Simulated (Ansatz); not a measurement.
# The perfect C wire along [111], 14 atoms a period, H-terminated

Aim: is the C wire along [111], 14 atoms a period, H-terminated a metal or a semiconductor?

Main program and level: Ansatz 0.2.0; DFT PBE, plane waves, PAW; relaxation of a wire's period, in the first sound run; inputs show where later runs differ.

## 1. The starting structure

The cell holds 32 atoms: 14 C and 18 H. Cell: a = 11.153 Å, b = 11.827 Å, c = 6.183 Å, α = 90.0°, β = 90.0°, γ = 90.0°. Vacuum lies along a and b. The structure's axis is c.

## 2. Relaxation of atoms and period

Band widths follow the bond lengths, so the wire is relaxed first. The atoms and the third cell vector are free; the box across stays fixed as vacuum. A Fermi-Dirac smearing is set since the result may be a metal. The pressure printed is a third of the stress's trace over the whole box, vacuum included; only the stress along the axis is relaxed.

File input.yaml:

```yaml
crystal:
  lattice:
    - [11.153, 0.0, 0.0]
    - [0.0, 11.827, 0.0]
    - [0.0, 0.0, 6.183421383]
  atoms:
    - { symbol: C, position: [0.500014505, 0.499990913, 0.0] }
    - { symbol: C, position: [0.500014505, 0.499990913, 0.25] }
    - { symbol: H, position: [0.304850713, 0.483017028, 0.272956835] }
    - { symbol: H, position: [0.386844452, 0.349093024, 0.272956835] }
    - { symbol: H, position: [0.418020766, 0.667862686, 0.272956835] }
    - { symbol: H, position: [0.582008244, 0.667862686, 0.272956835] }
    - { symbol: H, position: [0.613184558, 0.349093024, 0.272956835] }
    - { symbol: H, position: [0.695178297, 0.483017028, 0.272956835] }
    - { symbol: C, position: [0.386844452, 0.438375693, 0.333333333] }
    - { symbol: C, position: [0.500014505, 0.623221351, 0.333333333] }
    - { symbol: C, position: [0.613184558, 0.438375693, 0.333333333] }
    - { symbol: C, position: [0.386844452, 0.438375693, 0.583333333] }
    - { symbol: C, position: [0.500014505, 0.623221351, 0.583333333] }
    - { symbol: C, position: [0.613184558, 0.438375693, 0.583333333] }
    - { symbol: H, position: [0.304850713, 0.606247466, 0.606290168] }
    - { symbol: H, position: [0.500014505, 0.287477805, 0.606290168] }
    - { symbol: H, position: [0.695178297, 0.606247466, 0.606290168] }
    - { symbol: H, position: [0.304850713, 0.393734359, 0.643709832] }
    - { symbol: H, position: [0.500014505, 0.71250402, 0.643709832] }
    - { symbol: H, position: [0.695178297, 0.393734359, 0.643709832] }
    - { symbol: C, position: [0.386844452, 0.561606132, 0.666666667] }
    - { symbol: C, position: [0.500014505, 0.376760474, 0.666666667] }
    - { symbol: C, position: [0.613184558, 0.561606132, 0.666666667] }
    - { symbol: C, position: [0.386844452, 0.561606132, 0.916666667] }
    - { symbol: C, position: [0.500014505, 0.376760474, 0.916666667] }
    - { symbol: C, position: [0.613184558, 0.561606132, 0.916666667] }
    - { symbol: H, position: [0.304850713, 0.516964797, 0.977043165] }
    - { symbol: H, position: [0.386844452, 0.650888801, 0.977043165] }
    - { symbol: H, position: [0.418020766, 0.33211914, 0.977043165] }
    - { symbol: H, position: [0.582008244, 0.33211914, 0.977043165] }
    - { symbol: H, position: [0.613184558, 0.650888801, 0.977043165] }
    - { symbol: H, position: [0.695178297, 0.516964797, 0.977043165] }
kpoints:
  mp_grid: { grid: [1, 1, 13] }
scf:
  occupations: { method: fermi_dirac, width: 0.05 }
hamiltonian:
  xc: pbe
relax:
  cell: { fix: [a, b, alpha, beta, gamma] }
  max_steps: 60
```

Launch:

```sh
$ ansatz run input.yaml --threads 8 --pin off --max-ram 16384MiB --backend cpu --events-out ev --progress --plain --runs-dir out
```

Numbers of over 12 decimals in the logs are rounded to 6 here.

The log of the run:

```text
Engine: ansatz 0.2.0, x86_64-unknown-linux-gnu
Pseudopotentials: kind: paw
Pseudopotential: C, paw, valence charge 4, recommended cutoff 420 eV (normal), C.paw.azcp
Pseudopotential: H, paw, valence charge 1, recommended cutoff 420 eV (normal), H.paw.azcp
Functional definition: PBE
  parameter kappa = 0.804
  parameter beta = 0.066725
  exchange = pbe_x(kappa = kappa, mu = beta*pi^2/3)
  correlation = pbe_c(beta = beta)
Crystal: 32 atoms, lattice volume = 815.634 Å³
Basis set: ecut = 420 eV, 15943 PW (Γ), exchange–correlation on 150×160×90 points (8 copies of the dense FFT grid, shifted against one another)
Bands: 69, of which v1, the nominal top of the filled ones, is band 37 counted from 1 (36 counted from 0)
Symmetry: 4 space group operations
Space group: P2/m (ITA 10), of the structure as read, at distance tolerance 9.3e-5 Å
k-points: 7 of 13
Non-local potential: C, projectors of the file, l = 0: 2, l = 1: 2, l = 2: 1
Non-local potential: H, projectors of the file, l = 0: 2, l = 1: 1
PAW form: soft (Blöchl's): semilocal exchange-correlation on the pseudo side does not see the compensation charge
PAW one-centre angular grid: C, 110 points (default); XC on 64 Gauss nodes
PAW one-centre angular grid: H, 110 points (default); XC on 64 Gauss nodes
Initial density: superposition of atomic densities (neutral atoms: chi_scale 0, normalization atom), corrected by the library's trained network
Initial wavefunctions: pseudopotential atomic-orbital guess
Functional: x = pbe(κ = 0.804, μ = 0.219515), c = pbe(β = 0.066725)
SCF iter   1: F=—  HF=-3802.041187 eV  |F-HF|=—  |Δ(HF+E_count)|=         —  Δρ=2.70e-3  dr2=1.38e-1  ethr=1.77e-3  ⟨swp⟩=6.7  Hψ=2442  notcnv=0  defer=117
preconditioner: auto → Resta (q_TF=auto, 1.829 Å⁻¹)  ε∞=1.6  [insulator: Δε(μ)=4.793 eV  Ē_g=14.121 eV  σ=0.050 eV  W_gap=1.00  n_scr=78 (ndim 8)  ℏωp=11.2 eV  f_vac=0.685  D(μ)=0.00/eV (n_scr^D=0)  ε∞_Penn≈1.6  vacuum switching on, ρ_ref=1.4e-2 e/Å³]
SCF iter   2: F=—  HF=-3802.016637 eV  |F-HF|=—  |Δ(HF+E_count)|=   2.46e-2  Δρ=1.68e-3  dr2=3.10e-2  ethr=1.86e-4  ⟨swp⟩=3.0  Hψ=775  notcnv=0  defer=176
SCF iter   3: F=—  HF=-3802.015364 eV  |F-HF|=—  |Δ(HF+E_count)|=   1.27e-3  Δρ=4.59e-4  dr2=4.83e-3  ethr=4.19e-5  ⟨swp⟩=2.3  Hψ=538  notcnv=0  defer=176
SCF iter   4: F=—  HF=-3802.014603 eV  |F-HF|=—  |Δ(HF+E_count)|=   7.61e-4  Δρ=1.68e-4  dr2=1.29e-4  ethr=6.53e-6  ⟨swp⟩=2.3  Hψ=557  notcnv=0  defer=176
SCF iter   5: F=—  HF=-3802.014646 eV  |F-HF|=—  |Δ(HF+E_count)|=   4.23e-5  Δρ=5.63e-5  dr2=2.48e-5  ethr=1.74e-7  ⟨swp⟩=2.0  Hψ=563  notcnv=0  defer=176
SCF iter   6: F=—  HF=-3802.014534 eV  |F-HF|=—  |Δ(HF+E_count)|=   1.11e-4  Δρ=1.56e-5  dr2=1.66e-6  ethr=3.35e-8  ⟨swp⟩=2.0  Hψ=724  notcnv=0  defer=176
SCF iter   7: F=-3802.014534 eV  HF=-3802.014534 eV  |F-HF|=8.40e-8  |Δ(HF+E_count)|=   6.12e-7  Δρ=4.05e-6  dr2=5.67e-8  ethr=1.35e-10  ⟨swp⟩=3.0  Hψ=1560  notcnv=0
SCF 1 converged in 7 iterations: F = -3802.014534 eV  dr2 = 5.67e-8
  greatest PAW one-centre occupation: 0.649 electrons in one spin orbital (limit 2), on the C atom at site 24 (counted from 0), in its partial waves of l = 0
relax step   1: F+E_penalty+E_count = -3802.01453372 eV  Δ(F+E_penalty+E_count) = +0.000e0 eV  max|allowed force component| = 6.354e-1 eV/Å  Δτ_max = 0.0000 Å  P = -0.594 GPa  Ω = 815.634 Å³  fix = [a, b, alpha, beta, gamma]  reactions: a -1.425, b -1.429 GPa; alpha -0.001 GPa/rad  (7 SCF iters, dr2 threshold 1.00e-7 eV, accepted)
Crystal: 32 atoms, lattice volume = 850.289 Å³
Basis set: ecut = 420 eV, 16619 PW (Γ), exchange–correlation on 150×160×90 points (8 copies of the dense FFT grid, shifted against one another)
Initial density: handed on by an earlier stage of this run
Initial wavefunctions: those handed on with the density
iter 1 solved again at ethr=9.66e-4 eV; its pass at ethr=3.10e-3 eV (dr2=7.15e-1 eV) is discarded
SCF iter   1: F=—  HF=-3802.424880 eV  |F-HF|=—  |Δ(HF+E_count)|=         —  Δρ=1.21e-2  dr2=7.29e-1  ethr=9.66e-4  ⟨swp⟩=7.4  Hψ=2638  notcnv=0  defer=2
preconditioner: auto → Resta (q_TF=auto, 1.816 Å⁻¹)  ε∞=1.6  [insulator: Δε(μ)=4.909 eV  Ē_g=13.933 eV  σ=0.050 eV  W_gap=1.00  n_scr=78 (ndim 8)  ℏωp=11.0 eV  f_vac=0.713  D(μ)=0.00/eV (n_scr^D=0)  ε∞_Penn≈1.6  vacuum switching on, ρ_ref=1.4e-2 e/Å³]
SCF iter   2: F=—  HF=-3802.299315 eV  |F-HF|=—  |Δ(HF+E_count)|=   1.26e-1  Δρ=5.31e-3  dr2=1.08e-1  ethr=9.66e-4  ⟨swp⟩=2.7  Hψ=800  notcnv=0  defer=102
SCF iter   3: F=—  HF=-3802.299205 eV  |F-HF|=—  |Δ(HF+E_count)|=   1.10e-4  Δρ=2.10e-3  dr2=1.75e-2  ethr=1.46e-4  ⟨swp⟩=2.4  Hψ=704  notcnv=0  defer=152
SCF iter   4: F=—  HF=-3802.300320 eV  |F-HF|=—  |Δ(HF+E_count)|=   1.11e-3  Δρ=2.77e-4  dr2=3.63e-4  ethr=2.36e-5  ⟨swp⟩=2.0  Hψ=535  notcnv=0  defer=154
SCF iter   5: F=—  HF=-3802.300413 eV  |F-HF|=—  |Δ(HF+E_count)|=   9.28e-5  Δρ=4.72e-5  dr2=1.76e-5  ethr=4.91e-7  ⟨swp⟩=2.6  Hψ=668  notcnv=0  defer=154
SCF iter   6: F=-3802.300417 eV  HF=-3802.300418 eV  |F-HF|=1.12e-6  |Δ(HF+E_count)|=   5.30e-6  Δρ=1.65e-5  dr2=2.43e-6  ethr=4.32e-9  ⟨swp⟩=5.0  Hψ=1481  notcnv=0
SCF 2 converged in 6 iterations: F = -3802.300417 eV  dr2 = 2.43e-6
  greatest PAW one-centre occupation: 0.651 electrons in one spin orbital (limit 2), on the C atom at site 24 (counted from 0), in its partial waves of l = 0
relax step   2: F+E_penalty+E_count = -3802.30041678 eV  Δ(F+E_penalty+E_count) = -2.859e-1 eV  max|allowed force component| = 9.982e-1 eV/Å  Δτ_max = 0.1153 Å  P = -0.304 GPa  Ω = 850.289 Å³  energy of the carried Pulay correction = -3.000e-2 eV  fix = [a, b, alpha, beta, gamma]  reactions: a -0.095, b -0.098 GPa; alpha -0.000 GPa/rad  (6 SCF iters, dr2 threshold 3.20e-6 eV, accepted)
Crystal: 32 atoms, lattice volume = 840.134 Å³
Basis set: ecut = 420 eV, 16431 PW (Γ), exchange–correlation on 150×160×90 points (8 copies of the dense FFT grid, shifted against one another)
iter 1 solved again at ethr=8.80e-5 eV; its pass at ethr=3.10e-3 eV (dr2=6.51e-2 eV) is discarded
SCF iter   1: F=—  HF=-3802.418254 eV  |F-HF|=—  |Δ(HF+E_count)|=         —  Δρ=3.83e-3  dr2=6.64e-2  ethr=8.80e-5  ⟨swp⟩=5.1  Hψ=2123  notcnv=0
preconditioner: auto → Resta (q_TF=auto, 1.820 Å⁻¹)  ε∞=1.6  [insulator: Δε(μ)=4.854 eV  Ē_g=13.994 eV  σ=0.050 eV  W_gap=1.00  n_scr=78 (ndim 8)  ℏωp=11.0 eV  f_vac=0.701  D(μ)=0.00/eV (n_scr^D=0)  ε∞_Penn≈1.6  vacuum switching on, ρ_ref=1.4e-2 e/Å³]
SCF iter   2: F=—  HF=-3802.405852 eV  |F-HF|=—  |Δ(HF+E_count)|=   1.24e-2  Δρ=1.72e-3  dr2=1.06e-2  ethr=8.80e-5  ⟨swp⟩=2.0  Hψ=844  notcnv=0
[...]
iter 1 solved again at ethr=6.36e-7 eV; its pass at ethr=3.10e-3 eV (dr2=4.71e-4 eV) is discarded
SCF iter   1: F=—  HF=-3802.436825 eV  |F-HF|=—  |Δ(HF+E_count)|=         —  Δρ=2.25e-5  dr2=1.68e-7  ethr=6.36e-7  ⟨swp⟩=11.6  Hψ=4806  notcnv=0  defer=9
eigensolver tolerance schedule: the retry pair's looser diagonalisation over-reported the residual by 2809.36 of it (diagonalisation noise at 1.36 of the residual, at the tolerance the schedule requests for it); recorded, not acted on — ethr = c·dr2/N_el stays at c = 1.0e-1
preconditioner: auto → Resta (q_TF=auto, 1.820 Å⁻¹)  ε∞=1.6  [insulator: Δε(μ)=4.769 eV  Ē_g=13.971 eV  σ=0.050 eV  W_gap=1.00  n_scr=78 (ndim 8)  ℏωp=11.0 eV  f_vac=0.704  D(μ)=0.00/eV (n_scr^D=0)  ε∞_Penn≈1.6  vacuum switching on, ρ_ref=1.4e-2 e/Å³]
SCF iter   2: F=—  HF=-3802.437313 eV  |F-HF|=—  |Δ(HF+E_count)|=   4.88e-4  Δρ=1.13e-5  dr2=5.83e-8  ethr=2.26e-10  ⟨swp⟩=3.0  Hψ=1163  notcnv=0  defer=5
SCF iter   3: F=—  HF=-3802.437531 eV  |F-HF|=—  |Δ(HF+E_count)|=   2.18e-4  Δρ=5.57e-6  dr2=7.45e-9  ethr=7.87e-11  ⟨swp⟩=3.0  Hψ=546  notcnv=0  defer=5
SCF iter   4: F=—  HF=-3802.437629 eV  |F-HF|=—  |Δ(HF+E_count)|=   9.84e-5  Δρ=1.61e-6  dr2=8.66e-10  ethr=1.01e-11  ⟨swp⟩=3.0  Hψ=658  notcnv=0  defer=5
SCF iter   5: F=-3802.437645 eV  HF=-3802.437644 eV  |F-HF|=9.77e-7  |Δ(HF+E_count)|=   1.51e-5  Δρ=2.96e-7  dr2=1.60e-10  ethr=1.00e-12  ⟨swp⟩=6.9  Hψ=1628  notcnv=0
SCF 9 converged in 5 iterations: F = -3802.437645 eV  dr2 = 1.60e-10
relax step   9: F+E_penalty+E_count = -3802.43764493 eV  Δ(F+E_penalty+E_count) = -7.377e-4 eV  max|allowed force component| = 3.032e-3 eV/Å  Δτ_max = 0.0000 Å  P = +0.005 GPa  Ω = 839.141 Å³  fix = [a, b, alpha, beta, gamma]  reactions: a +0.004, b +0.003 GPa; alpha -0.000 GPa/rad  stress off target by 7.50e-3 GPa on what of the cell is left free  SCF on the basis re-selected at this cell (its energy is not comparable with the rows above)  (5 SCF iters)
basis re-selected at this cell: Δ(F+E_penalty+E_count) = -7.377e-4 eV, ΔP = +0.001 GPa vs the last step (what re-selecting the basis moved, of the pressure what is left beyond the Pulay correction that the steps carried, after the strain that the cell walked since its last selection, with what the two solves' SCF thresholds leave and, on support functions, any second-order correction that the steps lacked; it is no m [...]
SCF converged after 5 iterations
Free energy (F): -3802.437645 eV
Harris-Foulkes:  -3802.437644 eV  (|F-HF|=9.77e-7)
Internal energy: -3802.437645 eV  (E = F + TS)
E sigma→0 (E₀):  -3802.437645 eV
Fermi energy:    -1.574437 eV
--- Per-component energies (eV) ---
  E_band       = -718.031034
  E_kinetic    = 1533.648685
  E_local      = -16027.155072  (includes V_loc(G=0)·N_el)
  E_nonlocal   = 405.426326
  E_hartree    = 7263.857316
  E_xc         = -841.166393
  E_vxc        = -1050.718454  (∫ρ·V_xc dr)
  E_paw        = -1400.136236  (= ΣΔE_a)
  E_vpaw       = -106.921973  (= ΣTr[D̂ρ^β])
  E_aug_tail   = -0.024846  (compensation charges beyond the density's cutoff)
  E_ewald      = 5263.112574
  E_smearing   = -0.000000  (= −TS)
  E_closure    = 0.000000  (closes the sum)
  Σ components = -3802.437645   (vs F -3802.437645, Δ=0.00e0)
--- Forces (eV/Å), atoms counted from 1 ---
  atom   1  C     -0.00000000     0.00002596    -0.00058718
  atom   2  C      0.00000000    -0.00002596     0.00058718
  atom   3  H      0.00004369     0.00038737     0.00045650
  atom   4  H      0.00034636    -0.00014580     0.00047363
  atom   5  H     -0.00031663    -0.00022095     0.00045908
  atom   6  H      0.00031663    -0.00022095     0.00045908
  atom   7  H     -0.00034636    -0.00014580     0.00047363
  atom   8  H     -0.00004369     0.00038737     0.00045650
  atom   9  C      0.00048803     0.00025471    -0.00303196
  atom  10  C     -0.00000000    -0.00054372    -0.00302874
  atom  11  C     -0.00048803     0.00025471    -0.00303196
  atom  12  C     -0.00214853    -0.00124520     0.00192750
  atom  13  C      0.00000000     0.00248736     0.00192692
  atom  14  C      0.00214853    -0.00124520     0.00192750
  atom  15  H      0.00018802    -0.00009146     0.00127626
  atom  16  H      0.00000000     0.00020773     0.00130596
  atom  17  H     -0.00018802    -0.00009146     0.00127626
  atom  18  H      0.00018802     0.00009146    -0.00127626
  atom  19  H     -0.00000000    -0.00020773    -0.00130596
  atom  20  H     -0.00018802     0.00009146    -0.00127626
  atom  21  C     -0.00214853     0.00124520    -0.00192750
  atom  22  C     -0.00000000    -0.00248736    -0.00192692
  atom  23  C      0.00214853     0.00124520    -0.00192750
  atom  24  C      0.00048803    -0.00025471     0.00303196
  atom  25  C      0.00000000     0.00054372     0.00302874
  atom  26  C     -0.00048803    -0.00025471     0.00303196
  atom  27  H      0.00004369    -0.00038737    -0.00045650
  atom  28  H      0.00034636     0.00014580    -0.00047363
  atom  29  H     -0.00031663     0.00022095    -0.00045908
  atom  30  H      0.00031663     0.00022095    -0.00045908
  atom  31  H     -0.00034636     0.00014580    -0.00047363
  atom  32  H     -0.00004369    -0.00038737    -0.00045650
  max |Σ_I F_I| component: 6.10e-19 eV/Å
--- Stress (GPa, compression-positive) ---
        0.004083       0.000000       0.000000
        0.000000       0.002622       0.000178
        0.000000       0.000179       0.007496
  P = ⅓ Tr σ = 0.0047 GPa (0.047 kbar)
--- Relaxed structure (7 steps of the walk, 7 accepted, 2 SCFs on fresh bases) ---
  F+E_penalty+E_count = -3802.43764493 eV   max|allowed force component| = 3.032e-3 eV/Å   (the final SCF, on the basis selected at the relaxed cell)
  cell:  # Å, volume = 839.1406 Å³
    - [11.153, 0.0, 0.0]
    - [0.0, 11.827, 0]
    - [0.0, 0, 6.361630]
  atoms:
    - { symbol: C, position: [0.500015, 0.500001, 0.000128335] }
    - { symbol: C, position: [0.500015, 0.499999, 0.249872] }
    - { symbol: H, position: [0.305783, 0.480557, 0.284631] }
    - { symbol: H, position: [0.385032, 0.351104, 0.284617] }
    - { symbol: H, position: [0.420760, 0.668349, 0.284627] }
    - { symbol: H, position: [0.579269, 0.668349, 0.284627] }
    - { symbol: H, position: [0.614997, 0.351104, 0.284617] }
    - { symbol: H, position: [0.694246, 0.480557, 0.284631] }
    - { symbol: C, position: [0.388262, 0.439159, 0.340384] }
    - { symbol: C, position: [0.500015, 0.621685, 0.340388] }
    - { symbol: C, position: [0.611767, 0.439159, 0.340384] }
    - { symbol: C, position: [0.388341, 0.439198, 0.581731] }
    - { symbol: C, position: [0.500015, 0.621601, 0.581738] }
    - { symbol: C, position: [0.611688, 0.439198, 0.581731] }
    - { symbol: H, position: [0.307217, 0.604959, 0.612004] }
    - { symbol: H, position: [0.500015, 0.290066, 0.611996] }
    - { symbol: H, position: [0.692812, 0.604959, 0.612004] }
    - { symbol: H, position: [0.307217, 0.395041, 0.637996] }
    - { symbol: H, position: [0.500015, 0.709934, 0.638004] }
    - { symbol: H, position: [0.692812, 0.395041, 0.637996] }
    - { symbol: C, position: [0.388341, 0.560802, 0.668269] }
    - { symbol: C, position: [0.500015, 0.378399, 0.668262] }
    - { symbol: C, position: [0.611688, 0.560802, 0.668269] }
    - { symbol: C, position: [0.388262, 0.560841, 0.909616] }
    - { symbol: C, position: [0.500015, 0.378315, 0.909612] }
    - { symbol: C, position: [0.611767, 0.560841, 0.909616] }
    - { symbol: H, position: [0.305783, 0.519443, 0.965369] }
    - { symbol: H, position: [0.385032, 0.648896, 0.965383] }
    - { symbol: H, position: [0.420760, 0.331651, 0.965373] }
    - { symbol: H, position: [0.579269, 0.331651, 0.965373] }
    - { symbol: H, position: [0.614997, 0.648896, 0.965383] }
    - { symbol: H, position: [0.694246, 0.519443, 0.965369] }
```

The job ended after 29 s (8 threads of Intel Xeon Platinum 8488C (Sapphire Rapids), shared host; peak memory 2.3 GiB).

Relaxation path:

| step | energy less that of the first step (eV) | largest force component (eV/Å) | pressure (GPa) | volume (Å³) |
| --- | --- | --- | --- | --- |
| 1 | 0.0000 | 0.6354 | -0.59 | 815.63 |
| 2 | -0.2859 | 0.9982 | -0.30 | 850.29 |
| 3 | -0.3908 | 0.2695 | -0.19 | 840.13 |
| 4 | -0.3965 | 0.1270 | -0.07 | 838.43 |
| 5 | -0.3971 | 0.0365 | -0.01 | 838.32 |
| 6 | -0.3974 | 0.0022 | -0.01 | 838.35 |
| 7* | -0.4229 | 0.0075 | 0.03 | 838.35 |
| 8 | -0.4224 | 0.0029 | 0.00 | 839.14 |
| 9* | -0.4231 | 0.0030 | 0.00 | 839.14 |

Relaxation steps marked * repeat the geometry before them on a plane-wave basis chosen anew for their cell, so energy and pressure can jump there.

The run keeps the 4 symmetry operations that it works with, so distortions that break them were not tested.

| cell as run | before | after | change |
| --- | --- | --- | --- |
| c (Å) | 6.183 | 6.362 | +2.9 % |

The atoms that moved most (Å, along periodic axes as changes of fractional coordinates times the final cell, across vacuum about the mean position):

| atom | dx | dy | dz | length |
| --- | --- | --- | --- | --- |
| H30 | -0.031 | -0.006 | -0.074 | 0.080 |
| H29 | 0.031 | -0.006 | -0.074 | 0.080 |
| H6 | -0.031 | 0.006 | 0.074 | 0.080 |
| H5 | 0.031 | 0.006 | 0.074 | 0.080 |
| H27 | 0.010 | 0.029 | -0.074 | 0.080 |
| H32 | -0.010 | 0.029 | -0.074 | 0.080 |
| H3 | 0.010 | -0.029 | 0.074 | 0.080 |
| H8 | -0.010 | -0.029 | 0.074 | 0.080 |

Numbers from this step:

- cell length along the wire: 6.362 Å

The cell's length comes to 6.362 Å with spin left out.

(Part 1 of 4 ends here.)

[Logs are printed without paths, hosts, clocks, repeated set-up lines and the standing remarks that a program may print on its own settings, such as how far it seeks lower states.]

[Hosts, paths, dates, database ids (printed as entryN), source tags and the programs' standing remarks are cut or masked in the printed files.]
